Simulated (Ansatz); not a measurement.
# A vacancy of Ge at several sites of amorphous Ge (83 atoms): runs compared

Aim: make a vacancy of Ge at several sites of amorphous Ge (83 atoms), relax each, and compare their energies.

Computed with Ansatz 0.2.0: Kohn-Sham DFT, PBE, PAW (set soft_1), plane waves.

### Step 1. The cell as built

The cell holds 83 atoms: 83 Ge. Its edges and angles: a = 12.343 Å, b = 12.343 Å, c = 12.343 Å, α = 90.0°, β = 90.0°, γ = 90.0°. 83 atoms (83 Ge) placed at random at 5.32 g/cm³, melted at 3500 K for 10 ps at fixed volume with the Tersoff potential (Tersoff, Phys. Rev. B 39, 5566 (1989)). Quenched from 3500 K to 300 K at 20 K/ps and fixed volume, annealed at 1000 K for 20 ps, held 5 ps.

Limits known from the start: The quench rate of 20 K/ps is orders of magnitude faster than experiment, which tends to freeze in extra defects. The network of bonds at the start is that of the classical potential that made the cell, and needn't be the one that DFT or experiment would give. The Brillouin zone is sampled at Γ only, in a cell whose shortest periodic width is 12 Å.

### Step 2. The reference run

The reference is a single point at the end of the relaxation.

Every defect cell starts from the geometry of this run and is relaxed in the fixed cell.

Its input, with most atom lines left out:

```yaml
crystal:
  lattice:
    - [12.3432, 0.0, 0.0]
    - [0.0, 12.3432, 0.0]
    - [0.0, 0.0, 12.3432]
  atoms:
    - { symbol: Ge, position: [0.49464, 0.86459, 0.87736] }
    - { symbol: Ge, position: [0.59494, 0.51635, 0.94972] }
    - { symbol: Ge, position: [0.46653, 0.91093, 0.6776] }
    - { symbol: Ge, position: [0.91361, 0.86677, 0.0958] }
    - { symbol: Ge, position: [0.57657, 0.36792, 0.61403] }
    - { symbol: Ge, position: [0.71916, 0.8777, 0.73734] }
    - { symbol: Ge, position: [0.36301, 0.97531, 0.15834] }
    [... atom lines 8 to 83 left out ...]
kpoints:
  mp_grid: { grid: [1, 1, 1] }
hamiltonian:
  xc: pbe
  pseudopotentials: { kind: paw, azcp: { folder: soft_1 } }
scf:
  occupations: { method: fermi_dirac, width: 0.05 }
output:
  forces: true
  stress: true
  populations: true
  dos:
    method: { smearing: { sigma: 0.08 } }
    de: 0.1
    projected: { site_lists: { Ge: [Ge] } }
  eigenvalues: true
  write_density: true
  write_potential: true
  volumetric_format: npy
```

| Quantity | Value |
| --- | --- |
| free energy per atom | -4294.7769 eV/atom |
| r.m.s. force component | 0.0098 eV/Å |
| pressure | 1.848 GPa |

The highest filled and lowest empty levels lie 0.261 eV apart (at Γ alone), but 3 levels are partly filled, by over 2 %, under the smearing.

### Step 3. The runs

Each row is one run, on 8 threads of Arm Neoverse V2, shared host. The free energy is the program's total, comparable only between runs with the same functional, potentials and atoms.

```tsv
run	atoms	outcome	ionic steps, all passes	free energy (eV)	time	host memory (GiB)
Single point at the start	83	converged	-	-356461.465	27 s	3.2
Relaxation	83	converged	33	-356466.485	8.6 min	3.2
Single point at the relaxed geometry	83	converged	-	-356466.485	39 s	3.3
Vacancy of Ge, site Ge43	82	converged	19	-352171.684	7.7 min	3.3
Vacancy of Ge, site Ge6	82	converged	21	-352171.832	7.8 min	3.3
Vacancy of Ge, site Ge10	82	converged	9	-352171.176	3.3 min	3.3
Vacancy of Ge, site Ge22	82	converged	13	-352171.157	4.8 min	3.3
Vacancy of Ge, site Ge44	82	converged	14	-352171.439	5.2 min	3.3
Vacancy of Ge, site Ge59	82	converged	34	-352171.784	13 min	3.4
```

The surroundings of site Ge6, the cheapest one, after relaxation: 10 atoms, nearest first, with positions taken from that point. Atoms keep their numbers of the cell before the removal, where the removed atom was number 6.

```tsv
atom	x	y	z	distance (Å)	bonds
Ge49	1.67	1.01	0.46	2.01	4
Ge68	-0.86	1.14	-1.96	2.43	4
Ge82	1.10	-0.75	2.19	2.56	4
Ge83	1.99	-0.24	-1.74	2.65	4
Ge63	-1.01	-2.53	-0.45	2.77	4
Ge25	0.18	2.97	0.55	3.03	4
Ge3	-2.97	0.38	-0.70	3.08	5
Ge77	0.12	-1.76	-2.54	3.10	4
Ge44	-1.18	-1.86	2.28	3.17	5
Ge1	-2.94	-0.12	1.79	3.44	4
```

The column of bonds counts only the pairs Ge-Ge within 2.98 Å; other neighbours, such as metal atoms beside each other in a compound, aren't counted, and periodic images can show an atom twice.

### Step 4. The sites compared

All these cells hold the same atoms, so their energies can be compared with no chemical potential.

```tsv
site	neighbours	mean distance (Å)	atoms within 6 Å	energy over the best site (eV)	before relaxation (eV)	gain on relaxing (eV)
Ge6	Ge7	2.85	38	0.00	0.00	1.02
Ge59	Ge4	2.49	35	0.05	1.61	2.58
Ge43	Ge4	2.54	39	0.15	1.00	1.88
Ge44	Ge5	2.63	38	0.39	1.02	1.65
Ge10	Ge4	2.51	37	0.66	1.05	1.41
Ge22	Ge4	2.51	40	0.67	1.03	1.37
```

Neighbours are those of the relaxed host within 3.08 Å (Ge-Ge); other pairs aren't counted.

### Step 5. Findings

The cheapest site is Ge6 (7 neighbours, Ge7); the dearest, Ge22 (4 neighbours, Ge4), costs 0.67 eV more. By coordination the energies over the best site are 0.05 to 0.67 eV with 4 neighbours, 0.39 eV with 5 neighbours and 0.00 eV with 7 neighbours. Relaxation gains 1.0 to 2.6 eV and leaves the best site the same.

Caveats: Defects are neutral and interact with their images. The defect cells ran without spin polarisation, so cut bonds can't carry moments. In a disordered cell the relaxation can also rearrange atoms far from the site. Only 6 of the 83 Ge sites were tried; unless symmetry makes the others alike to these, a cheaper one may exist. The pressure of 1.8 GPa says that the cell would expand at this level of theory.

The DFT runs together took 51 min of wall time.

[Logs are printed without paths, hosts, clocks, repeated set-up lines and the standing remarks that a program may print on its own settings, such as how far it seeks lower states.]

[Hosts, paths, dates, database ids (printed as entryN), source tags and the programs' standing remarks are cut or masked in the printed files.]
